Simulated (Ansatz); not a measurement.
# GeW3: relaxing a made-up structure

This structure for GeW3 is made up. Its elements were placed in a known structure type with a cell scaled to their sizes. What cell does the guess relax to, and how far off was it?

Calculated with Ansatz 0.2.0; DFT, PBE, plane-wave PAW, files of the set soft_1, scalar-relativistic, no spin, cell and ions relaxed at zero pressure; PAW set soft_1.

**1. The starting structure**

Symmetry: Fm-3m, No. 225, cubic system. The conventional cell has a = 6.817 Å, b = 6.817 Å, c = 6.817 Å, α = 90.00°, β = 90.00°, γ = 90.00°. Nearest to W lie 8 W at 2.95 Å. Nearest to W lie 4 W at 2.95 Å and 4 Ge at 2.95 Å. Ge has 8 W at 2.95 Å nearest. Farther neighbours are not listed.

As a file:

```cif
data_structure
_symmetry_space_group_name_H-M 'P 1'
_symmetry_Int_Tables_number 1
_cell_length_a 4.8203
_cell_length_b 4.8203
_cell_length_c 4.8203
_cell_angle_alpha 60.000
_cell_angle_beta 60.000
_cell_angle_gamma 60.000
_cell_volume 79.20
loop_
_atom_site_label
_atom_site_type_symbol
_atom_site_fract_x
_atom_site_fract_y
_atom_site_fract_z
_atom_site_occupancy
W1 W 0.00000 0.00000 0.00000 1
W2 W 0.25000 0.25000 0.25000 1
W3 W 0.75000 0.75000 0.75000 1
Ge4 Ge 0.50000 0.50000 0.50000 1
```

**2. Relaxing cell and atoms**

The guess takes its coordinates from another compound and its volume from a rule, so the cell and any free coordinates are relaxed together.

Contents of input.yaml:

```yaml
crystal:
  lattice:
    - [0.0, 3.4085, 3.4085]
    - [3.4085, 0.0, 3.4085]
    - [3.4085, 3.4085, 0.0]
  atoms:
    - { symbol: W, position: [0.0, 0.0, 0.0] }
    - { symbol: W, position: [0.25, 0.25, 0.25] }
    - { symbol: W, position: [0.75, 0.75, 0.75] }
    - { symbol: Ge, position: [0.5, 0.5, 0.5] }
kpoints:
  mp_grid: { grid: [7, 7, 7] }
scf:
  occupations: { method: fermi_dirac, width: 0.05 }
hamiltonian:
  xc: pbe
  pseudopotentials: { kind: paw, azcp: { folder: soft_1 } }
relax:
  f_tol: 0.015
  max_steps: 70
  cell: {}
output:
  forces: true
  stress: true
```

Command:

```sh
ansatz run input.yaml --threads 4 --pin off --max-ram 10240MiB --backend cpu --events-out ev --progress --plain --runs-dir out
```

Numbers of over 12 decimals in the logs are rounded to 6 here.

The log of the run:

```text
Engine: ansatz 0.2.0, x86_64-unknown-linux-gnu
Pseudopotentials: kind: paw
Pseudopotential: W, paw, valence charge 14, recommended cutoff 420 eV (normal), soft_1/W.paw.azcp
Pseudopotential: Ge, paw, valence charge 14, recommended cutoff 420 eV (normal), soft_1/Ge.paw.azcp
Functional definition: PBE
  parameter kappa = 0.804
  parameter beta = 0.066725
  exchange = pbe_x(kappa = kappa, mu = beta*pi^2/3)
  correlation = pbe_c(beta = beta)
Crystal: 4 atoms, lattice volume = 79.199 Å³
Basis set: ecut = 420 eV, 1471 PW (Γ), exchange–correlation on 72×72×72 points (8 copies of the dense FFT grid, shifted against one another)
Bands: 34, of which v1, the nominal top of the filled ones, is band 28 counted from 1 (27 counted from 0)
Symmetry: 48 space group operations
Space group: Fm-3m (ITA 225), of the structure as read, at distance tolerance 4.3e-5 Å
k-points: 20 of 343
Non-local potential: W, projectors of the file, l = 0: 3, l = 1: 2, l = 2: 2, l = 3: 1
Non-local potential: Ge, projectors of the file, l = 0: 2, l = 1: 2, l = 2: 3, l = 3: 1
PAW form: soft (Blöchl's): semilocal exchange-correlation on the pseudo side does not see the compensation charge
PAW one-centre angular grid: W, 590 points (default); XC on 64 Gauss nodes
PAW one-centre angular grid: Ge, 590 points (default); XC on 64 Gauss nodes
Initial density: superposition of atomic densities (chi_scale 0.1, normalization cell, long waves kept (reshape's long-wave potential 0.00 eV rms))
Initial wavefunctions: pseudopotential atomic-orbital guess
Functional: x = pbe(κ = 0.804, μ = 0.219515), c = pbe(β = 0.066725)
SCF iter   1: F=—  HF=-35450.009437 eV  |F-HF|=—  |Δ(HF+E_count)|=         —  Δρ=5.91e-2  dr2=3.10e0  ethr=3.10e-3  ⟨swp⟩=5.7  Hψ=2257  notcnv=0
preconditioner: auto → Kerker (q_TF=auto, 2.575 Å⁻¹)  [metal: Δε(μ)=0.058 eV  Ē_g=4.795 eV  σ=0.050 eV  W_gap=0.28  n_scr=14 (ndim 8)  ℏωp=19.6 eV  f_vac=0.000  D(μ)=5.71/eV (n_scr^D=58)]
SCF iter   2: F=—  HF=-35449.384847 eV  |F-HF|=—  |Δ(HF+E_count)|=   6.25e-1  Δρ=3.43e-2  dr2=9.80e-1  ethr=3.10e-3  ⟨swp⟩=2.0  Hψ=985  notcnv=0  defer=2
SCF iter   3: F=—  HF=-35449.124144 eV  |F-HF|=—  |Δ(HF+E_count)|=   2.61e-1  Δρ=4.15e-3  dr2=6.21e-3  ethr=1.75e-3  ⟨swp⟩=3.0  Hψ=1260  notcnv=0  defer=2
SCF iter   4: F=—  HF=-35449.123052 eV  |F-HF|=—  |Δ(HF+E_count)|=   1.09e-3  Δρ=1.97e-3  dr2=2.08e-3  ethr=1.11e-5  ⟨swp⟩=2.2  Hψ=1241  notcnv=0  defer=2
SCF iter   5: F=—  HF=-35449.122601 eV  |F-HF|=—  |Δ(HF+E_count)|=   4.51e-4  Δρ=4.59e-4  dr2=1.67e-4  ethr=3.71e-6  ⟨swp⟩=2.0  Hψ=977  notcnv=0  defer=2
SCF iter   6: F=—  HF=-35449.122601 eV  |F-HF|=—  |Δ(HF+E_count)|=   5.53e-7  Δρ=1.20e-4  dr2=1.48e-5  ethr=2.98e-7  ⟨swp⟩=2.0  Hψ=1181  notcnv=0  defer=2
SCF iter   7: F=—  HF=-35449.122605 eV  |F-HF|=—  |Δ(HF+E_count)|=   3.35e-6  Δρ=1.99e-5  dr2=3.53e-7  ethr=2.63e-8  ⟨swp⟩=3.0  Hψ=1412  notcnv=0  defer=2
SCF iter   8: F=-35449.122605 eV  HF=-35449.122605 eV  |F-HF|=4.15e-10  |Δ(HF+E_count)|=   9.06e-8  Δρ=2.94e-6  dr2=4.88e-9  ethr=1.79e-10  ⟨swp⟩=4.0  Hψ=2101  notcnv=0
SCF 1 converged in 8 iterations: F = -35449.122605 eV  dr2 = 4.88e-9
  greatest PAW one-centre occupation: 0.999 electrons in one spin orbital (limit 2), on the W atom at site 0 (counted from 0), in its partial waves of l = 0
relax step   1: F+E_penalty+E_count = -35449.12260469 eV  Δ(F+E_penalty+E_count) = +0.000e0 eV  max|allowed force component| = 4.337e-18 eV/Å  Δτ_max = 0.0000 Å  P = -33.344 GPa  Ω = 79.199 Å³  (8 SCF iters, dr2 threshold 1.00e-7 eV, accepted)
Crystal: 4 atoms, lattice volume = 68.172 Å³
Basis set: ecut = 420 eV, 1363 PW (Γ), exchange–correlation on 72×72×72 points (8 copies of the dense FFT grid, shifted against one another)
Initial density: handed on by an earlier stage of this run
Initial wavefunctions: those handed on with the density
iter 1 solved again at ethr=3.08e-5 eV; its pass at ethr=3.10e-3 eV (dr2=1.72e-2 eV) is discarded
SCF iter   1: F=—  HF=-35450.920683 eV  |F-HF|=—  |Δ(HF+E_count)|=         —  Δρ=6.27e-3  dr2=1.71e-2  ethr=3.08e-5  ⟨swp⟩=1.4  Hψ=3286  notcnv=0
preconditioner: auto → Kerker (q_TF=auto, 2.640 Å⁻¹)  [metal: Δε(μ)=0.015 eV  Ē_g=11.952 eV  σ=0.050 eV  W_gap=0.08  n_scr=14 (ndim 8)  ℏωp=25.4 eV  f_vac=0.000  D(μ)=4.84/eV (n_scr^D=58)]
SCF iter   2: F=—  HF=-35450.921255 eV  |F-HF|=—  |Δ(HF+E_count)|=   5.71e-4  Δρ=3.67e-3  dr2=5.78e-3  ethr=3.05e-5  ⟨swp⟩=1.0  Hψ=680  notcnv=0
SCF iter   3: F=—  HF=-35450.921618 eV  |F-HF|=—  |Δ(HF+E_count)|=   3.63e-4  Δρ=3.18e-4  dr2=4.39e-5  ethr=1.03e-5  ⟨swp⟩=2.0  Hψ=851  notcnv=0
SCF iter   4: F=—  HF=-35450.921620 eV  |F-HF|=—  |Δ(HF+E_count)|=   2.02e-6  Δρ=7.62e-5  dr2=3.64e-6  ethr=7.84e-8  ⟨swp⟩=2.1  Hψ=1032  notcnv=0
iter 5 did not close the SCF: its close was put off for the readings that it lacked (scf_convergence_deferred on its scf_iter line)
SCF iter   5: F=-35450.921617 eV  HF=-35450.921617 eV  |F-HF|=2.35e-7  |Δ(HF+E_count)|=   3.26e-6  Δρ=2.37e-5  dr2=2.38e-7  ethr=6.51e-9  ⟨swp⟩=2.0  Hψ=989  notcnv=0
SCF iter   6: F=-35450.921617 eV  HF=-35450.921617 eV  |F-HF|=6.98e-10  |Δ(HF+E_count)|=   5.68e-8  Δρ=6.76e-6  dr2=2.04e-8  ethr=4.25e-10  ⟨swp⟩=2.0  Hψ=2285  notcnv=0
SCF 2 converged in 6 iterations: F = -35450.921617 eV  dr2 = 2.04e-8
relax step   2: F+E_penalty+E_count = -35450.92161669 eV  Δ(F+E_penalty+E_count) = -1.799e0 eV  max|allowed force component| = 3.701e-17 eV/Å  Δτ_max = 0.0000 Å  P = -15.584 GPa  Ω = 68.172 Å³  energy of the carried Pulay correction = +3.641e-3 eV  (6 SCF iters, dr2 threshold 4.00e-7 eV, accepted)
Crystal: 4 atoms, lattice volume = 60.775 Å³
Basis set: ecut = 420 eV, 1243 PW (Γ), exchange–correlation on 72×72×72 points (8 copies of the dense FFT grid, shifted against one another)
iter 1 solved again at ethr=2.57e-5 eV; its pass at ethr=3.10e-3 eV (dr2=1.44e-2 eV) is discarded
SCF iter   1: F=—  HF=-35451.102238 eV  |F-HF|=—  |Δ(HF+E_count)|=         —  Δρ=5.33e-3  dr2=1.40e-2  ethr=2.57e-5  ⟨swp⟩=1.4  Hψ=3267  notcnv=0
preconditioner: auto → Kerker (q_TF=auto, 2.691 Å⁻¹)  [metal: Δε(μ)=0.046 eV  Ē_g=12.505 eV  σ=0.050 eV  W_gap=0.22  n_scr=14 (ndim 8)  ℏωp=26.9 eV  f_vac=0.000  D(μ)=4.51/eV (n_scr^D=58)]
SCF iter   2: F=—  HF=-35451.102131 eV  |F-HF|=—  |Δ(HF+E_count)|=   1.07e-4  Δρ=3.14e-3  dr2=5.06e-3  ethr=2.51e-5  ⟨swp⟩=1.1  Hψ=683  notcnv=0
SCF iter   3: F=—  HF=-35451.101834 eV  |F-HF|=—  |Δ(HF+E_count)|=   2.97e-4  Δρ=2.56e-4  dr2=3.98e-5  ethr=9.04e-6  ⟨swp⟩=2.0  Hψ=884  notcnv=0
SCF iter   4: F=—  HF=-35451.101827 eV  |F-HF|=—  |Δ(HF+E_count)|=   6.53e-6  Δρ=3.76e-5  dr2=1.06e-6  ethr=7.10e-8  ⟨swp⟩=2.0  Hψ=979  notcnv=0
SCF iter   5: F=—  HF=-35451.101827 eV  |F-HF|=—  |Δ(HF+E_count)|=   4.48e-8  Δρ=1.68e-5  dr2=1.12e-7  ethr=1.89e-9  ⟨swp⟩=2.0  Hψ=999  notcnv=0
SCF iter   6: F=-35451.101827 eV  HF=-35451.101827 eV  |F-HF|=1.32e-9  |Δ(HF+E_count)|=   2.15e-7  Δρ=5.06e-6  dr2=7.06e-9  ethr=2.00e-10  ⟨swp⟩=3.4  Hψ=1838  notcnv=0
SCF 3 converged in 6 iterations: F = -35451.101827 eV  dr2 = 7.06e-9
relax step   3: F+E_penalty+E_count = -35451.10182724 eV  Δ(F+E_penalty+E_count) = -1.802e-1 eV  max|allowed force component| = 5.927e-17 eV/Å  Δτ_max = 0.0000 Å  P = +10.284 GPa  Ω = 60.775 Å³  energy of the carried Pulay correction = +6.406e-3 eV  (6 SCF iters, dr2 threshold 4.00e-7 eV, accepted)
Crystal: 4 atoms, lattice volume = 63.329 Å³
iter 1 solved again at ethr=7.45e-6 eV; its pass at ethr=3.10e-3 eV (dr2=4.17e-3 eV) is discarded
SCF iter   1: F=—  HF=-35451.177502 eV  |F-HF|=—  |Δ(HF+E_count)|=         —  Δρ=2.49e-3  dr2=4.09e-3  ethr=7.45e-6  ⟨swp⟩=1.1  Hψ=3144  notcnv=0
preconditioner: auto → Kerker (q_TF=auto, 2.673 Å⁻¹)  [metal: Δε(μ)=0.039 eV  Ē_g=12.347 eV  σ=0.050 eV  W_gap=0.19  n_scr=14 (ndim 8)  ℏωp=26.4 eV  f_vac=0.000  D(μ)=4.92/eV (n_scr^D=58)]
SCF iter   2: F=—  HF=-35451.177155 eV  |F-HF|=—  |Δ(HF+E_count)|=   3.48e-4  Δρ=1.44e-3  dr2=1.41e-3  ethr=7.31e-6  ⟨swp⟩=1.2  Hψ=687  notcnv=0
SCF iter   3: F=—  HF=-35451.176948 eV  |F-HF|=—  |Δ(HF+E_count)|=   2.07e-4  Δρ=1.36e-4  dr2=1.56e-5  ethr=2.52e-6  ⟨swp⟩=2.0  Hψ=891  notcnv=0
SCF iter   4: F=—  HF=-35451.176942 eV  |F-HF|=—  |Δ(HF+E_count)|=   5.37e-6  Δρ=3.93e-5  dr2=5.69e-7  ethr=2.78e-8  ⟨swp⟩=2.0  Hψ=999  notcnv=0
iter 5 did not close the SCF: its close was put off for the readings that it lacked (scf_convergence_deferred on its scf_iter line)
SCF iter   5: F=-35451.176940 eV  HF=-35451.176940 eV  |F-HF|=2.16e-8  |Δ(HF+E_count)|=   1.78e-6  Δρ=1.10e-5  dr2=7.26e-8  ethr=1.02e-9  ⟨swp⟩=2.0  Hψ=991  notcnv=0
SCF iter   6: F=-35451.176940 eV  HF=-35451.176940 eV  |F-HF|=1.24e-10  |Δ(HF+E_count)|=   1.38e-8  Δρ=2.36e-6  dr2=2.09e-9  ethr=1.30e-10  ⟨swp⟩=2.0  Hψ=1991  notcnv=0
SCF 4 converged in 6 iterations: F = -35451.176940 eV  dr2 = 2.09e-9
relax step   4: F+E_penalty+E_count = -35451.17694041 eV  Δ(F+E_penalty+E_count) = -7.511e-2 eV  max|allowed force component| = 2.255e-17 eV/Å  Δτ_max = 0.0000 Å  P = -0.319 GPa  Ω = 63.329 Å³  energy of the carried Pulay correction = +5.419e-3 eV  (6 SCF iters, dr2 threshold 4.00e-7 eV, accepted)
Crystal: 4 atoms, lattice volume = 63.245 Å³
iter 1 solved again at ethr=7.93e-9 eV; its pass at ethr=3.10e-3 eV (dr2=4.44e-6 eV) is discarded
SCF iter   1: F=—  HF=-35451.177058 eV  |F-HF|=—  |Δ(HF+E_count)|=         —  Δρ=7.73e-5  dr2=3.71e-6  ethr=7.93e-9  ⟨swp⟩=2.0  Hψ=3019  notcnv=0
preconditioner: auto → Kerker (q_TF=auto, 2.674 Å⁻¹)  [metal: Δε(μ)=0.039 eV  Ē_g=12.326 eV  σ=0.050 eV  W_gap=0.19  n_scr=14 (ndim 8)  ℏωp=26.4 eV  f_vac=0.000  D(μ)=4.90/eV (n_scr^D=58)]
SCF iter   2: F=—  HF=-35451.177057 eV  |F-HF|=—  |Δ(HF+E_count)|=   5.03e-7  Δρ=4.47e-5  dr2=1.26e-6  ethr=6.63e-9  ⟨swp⟩=1.2  Hψ=687  notcnv=0
iter 3 did not close the SCF: its close was put off for the readings that it lacked (scf_convergence_deferred on its scf_iter line)
SCF iter   3: F=-35451.177057 eV  HF=-35451.177057 eV  |F-HF|=1.82e-8  |Δ(HF+E_count)|=   1.75e-7  Δρ=4.51e-6  dr2=2.00e-8  ethr=2.24e-9  ⟨swp⟩=2.0  Hψ=890  notcnv=0
iter 4 did not close the SCF: its close was put off for the readings that it lacked (scf_convergence_deferred on its scf_iter line)
SCF iter   4: F=-35451.177057 eV  HF=-35451.177057 eV  |F-HF|=4.07e-9  |Δ(HF+E_count)|=   4.59e-9  Δρ=1.16e-6  dr2=5.10e-10  ethr=3.58e-11  ⟨swp⟩=2.0  Hψ=996  notcnv=0
iter 5 did not close the SCF: its close was put off for the readings that it lacked (scf_convergence_deferred on its scf_iter line)
SCF iter   5: F=-35451.177057 eV  HF=-35451.177057 eV  |F-HF|=1.46e-11  |Δ(HF+E_count)|=   1.95e-9  Δρ=4.23e-7  dr2=6.19e-11  ethr=1.00e-12  ⟨swp⟩=2.0  Hψ=966  notcnv=0
SCF iter   6: F=-35451.177057 eV  HF=-35451.177057 eV  |F-HF|=2.91e-11  |Δ(HF+E_count)|=  1.46e-11  Δρ=8.18e-8  dr2=3.14e-12  ethr=1.00e-12  ⟨swp⟩=1.0  Hψ=1440  notcnv=0
SCF 5 converged in 6 iterations: F = -35451.177057 eV  dr2 = 3.14e-12
relax step   5: F+E_penalty+E_count = -35451.17705699 eV  Δ(F+E_penalty+E_count) = -1.166e-4 eV  max|allowed force component| = 3.065e-17 eV/Å  Δτ_max = 0.0000 Å  P = -0.006 GPa  Ω = 63.245 Å³  energy of the carried Pulay correction = +5.451e-3 eV  (6 SCF iters, dr2 threshold 2.54e-7 eV, accepted)
Basis set: ecut = 420 eV, 1243 PW (Γ), exchange–correlation on 60×60×60 points (8 copies of the dense FFT grid, shifted against one another)
Initial wavefunctions: pseudopotential atomic-orbital guess (no wavefunctions were taken with the density)
iter 1 solved again at ethr=1.98e-8 eV; its pass at ethr=3.10e-3 eV (dr2=1.11e-5 eV) is discarded
SCF iter   1: F=—  HF=-35451.172704 eV  |F-HF|=—  |Δ(HF+E_count)|=         —  Δρ=3.18e-4  dr2=7.80e-6  ethr=1.98e-8  ⟨swp⟩=3.0  Hψ=4124  notcnv=0
preconditioner: auto → Kerker (q_TF=auto, 2.674 Å⁻¹)  [metal: Δε(μ)=0.039 eV  Ē_g=12.327 eV  σ=0.050 eV  W_gap=0.19  n_scr=14 (ndim 8)  ℏωp=26.4 eV  f_vac=0.000  D(μ)=4.90/eV (n_scr^D=58)]
SCF iter   2: F=—  HF=-35451.172715 eV  |F-HF|=—  |Δ(HF+E_count)|=   1.09e-5  Δρ=1.74e-4  dr2=2.87e-6  ethr=1.39e-8  ⟨swp⟩=2.0  Hψ=804  notcnv=0
SCF iter   3: F=—  HF=-35451.172719 eV  |F-HF|=—  |Δ(HF+E_count)|=   4.15e-6  Δρ=4.06e-5  dr2=1.58e-7  ethr=5.12e-9  ⟨swp⟩=2.8  Hψ=1316  notcnv=0
SCF iter   4: F=—  HF=-35451.172719 eV  |F-HF|=—  |Δ(HF+E_count)|=   8.35e-8  Δρ=6.73e-6  dr2=1.54e-8  ethr=2.83e-10  ⟨swp⟩=2.8  Hψ=1251  notcnv=0
SCF iter   5: F=—  HF=-35451.172719 eV  |F-HF|=—  |Δ(HF+E_count)|=  9.02e-10  Δρ=8.95e-7  dr2=3.51e-10  ethr=2.74e-11  ⟨swp⟩=2.0  Hψ=985  notcnv=0
SCF iter   6: F=-35451.172719 eV  HF=-35451.172719 eV  |F-HF|=7.28e-12  |Δ(HF+E_count)|=  5.82e-11  Δρ=1.20e-7  dr2=3.85e-12  ethr=1.00e-12  ⟨swp⟩=4.0  Hψ=2197  notcnv=0
SCF 6 converged in 6 iterations: F = -35451.172719 eV  dr2 = 3.85e-12
relax step   6: F+E_penalty+E_count = -35451.17271917 eV  Δ(F+E_penalty+E_count) = +4.338e-3 eV  max|allowed force component| = 2.313e-17 eV/Å  Δτ_max = 0.0000 Å  P = -0.028 GPa  Ω = 63.245 Å³  stress off target by 2.80e-2 GPa  SCF on the basis re-selected at this cell (its energy is not comparable with the rows above)  (6 SCF iters)
basis re-selected at this cell: Δ(F+E_penalty+E_count) = +4.338e-3 eV, ΔP = -0.022 GPa vs the last step (what re-selecting the basis moved, of the pressure what is left beyond the Pulay correction that the steps carried, after the strain that the cell walked since its last selection, with what the two solves' SCF thresholds leave and, on support functions, any second-order correction that the steps lacked; it is no measure of the basis error at this ecutwfc). The dense FFT grid was sized anew with the basis: this SCF ran on 30×30×30 points, the steps before it on 36×36×36, so part of this shift can come from that change (see relax.cell in the input reference). [rest of the remark cut]
SCF converged after 6 iterations
Free energy (F): -35451.172719 eV
Harris-Foulkes:  -35451.172719 eV  (|F-HF|=7.28e-12)
Internal energy: -35451.134566 eV  (E = F + TS)
E sigma→0 (E₀):  -35451.153643 eV
Entropy (-TS):   -0.038153 eV (-9.538 meV/atom)
Fermi energy:    20.360705 eV
--- Per-component energies (eV) ---
  E_band       = -322.967911
  E_kinetic    = 1360.927163
  E_local      = -3386.639303  (includes V_loc(G=0)·N_el)
  E_nonlocal   = 144.421424
  E_hartree    = 1550.364969
  E_xc         = -874.482053
  E_vxc        = -759.110666  (∫ρ·V_xc dr)
  E_paw        = -27749.681596  (= ΣΔE_a)
  E_vpaw       = -783.296880  (= ΣTr[D̂ρ^β])
  E_aug_tail   = 0.000461  (compensation charges beyond the density's cutoff)
  E_ewald      = -6496.045631
  E_smearing   = -0.038153  (= −TS)
  E_closure    = -0.000000  (closes the sum)
  Σ components = -35451.172719   (vs F -35451.172719, Δ=0.00e0)
--- Forces (eV/Å), atoms counted from 1 ---
  atom   1  W     -0.00000000     0.00000000    -0.00000000
  atom   2  W     -0.00000000    -0.00000000     0.00000000
  atom   3  W      0.00000000     0.00000000    -0.00000000
  atom   4  Ge     0.00000000    -0.00000000     0.00000000
  max |Σ_I F_I| component: 9.25e-18 eV/Å
--- Stress (GPa, compression-positive) ---
       -0.028049       0.000000       0.000000
        0.000000      -0.028049       0.000000
        0.000000       0.000000      -0.028049
  P = ⅓ Tr σ = -0.0280 GPa (-0.280 kbar)
--- Relaxed structure (5 steps of the walk, 5 accepted, 1 SCFs on fresh bases) ---
  F+E_penalty+E_count = -35451.17271917 eV   max|allowed force component| = 2.313e-17 eV/Å   (the final SCF, on the basis selected at the relaxed cell)
  cell:  # Å, volume = 63.2450 Å³
    - [0, 3.162268, 3.162268]
    - [3.162268, 0, 3.162268]
    - [3.162268, 3.162268, 0]
  atoms:
    - { symbol: W, position: [0, 0, 0] }
    - { symbol: W, position: [0.25, 0.25, 0.25] }
    - { symbol: W, position: [0.75, 0.75, 0.75] }
    - { symbol: Ge, position: [0.5, 0.5, 0.5] }
```

Elapsed: 4 s, on 4 threads of AMD EPYC 7B13 (Zen 3), shared host; peak memory 0.49 GiB.

Step by step:

| step | energy less that of the first step (eV) | largest force component (eV/Å) | pressure (GPa) | volume (Å³) |
| --- | --- | --- | --- | --- |
| 1 | 0.0000 | 0.0000 | -33.34 | 79.20 |
| 2 | -1.7990 | 0.0000 | -15.58 | 68.17 |
| 3 | -1.9792 | 0.0000 | 10.28 | 60.78 |
| 4 | -2.0543 | 0.0000 | -0.32 | 63.33 |
| 5 | -2.0545 | 0.0000 | -0.01 | 63.24 |
| 6* | -2.0501 | 0.0000 | -0.03 | 63.24 |

Relaxation steps marked * repeat the geometry before them on a plane-wave basis chosen anew for their cell, so energy and pressure can jump there.

Forces are held to the 48 operations that the run works with; a distortion that breaks them can't arise in this run.

| conventional cell, symmetrised | before | after | change |
| --- | --- | --- | --- |
| a (Å) | 6.817 | 6.325 | -7.2 % |
| b (Å) | 6.817 | 6.325 | -7.2 % |
| c (Å) | 6.817 | 6.325 | -7.2 % |
| volume (Å³/atom) | 19.80 | 15.81 | -20.1 % |

The relaxed structure:

```xyz
4
Lattice="0.0000 3.1623 3.1623 3.1623 0.0000 3.1623 3.1623 3.1623 0.0000" Properties=species:S:1:pos:R:3 pbc="T T T"
W     0.0000    0.0000    0.0000
W     1.5811    1.5811    1.5811
W     4.7434    4.7434    4.7434
Ge    3.1623    3.1623    3.1623
```

Numbers from this step:

```yaml
free_energy: -35451.1727 eV
energy_at_zero_smearing: -35451.1536 eV
smearing_term_ts: 0.03815 eV
fermi_energy: 20.36 eV
electrons: 56
symmetry_operations: 48
pressure: -0.02805 GPa
```

Shortest distances by pair of elements, guess and relaxed (not always the same contact):

| pair | guess (Å) | relaxed (Å) |
| --- | --- | --- |
| Ge–W | 2.952 | 2.739 |
| W–W | 2.952 | 2.739 |
| Ge–Ge | 4.820 | 4.472 |

The relaxation ends with a pressure of -0.03 GPa.

**3. Summary of results**

```json
{"space group, relaxed": "Fm-3m", "conventional cell": "a = 6.325, b = 6.325, c = 6.325 Å; α = 90.0°, β = 90.0°, γ = 90.0°", "volume per atom": "15.81 Å³ (guess 19.80)"}
```

GeW3 relaxes to Fm-3m with a = 6.325, b = 6.325 and c = 6.325 Å. The guessed volume was 25 % too large. The space group Fm-3m was held in the relaxation, so the end point is a stationary structure within it and may be a saddle against distortions or other arrangements. Mesh and cutoff weren't tested. Spin-orbit coupling is left out, which can matter for elements this heavy. No dispersion term is used, so weakly bound directions may come out too long. The runs have no spin, and magnetism wasn't tested. Nothing here tests whether the compound is stable against decomposition.

[Logs are printed without paths, hosts, clocks, repeated set-up lines and the standing remarks that a program may print on its own settings, such as how far it seeks lower states.]

[Hosts, paths, dates, database ids (printed as entryN), source tags and the programs' standing remarks are cut or masked in the printed files.]
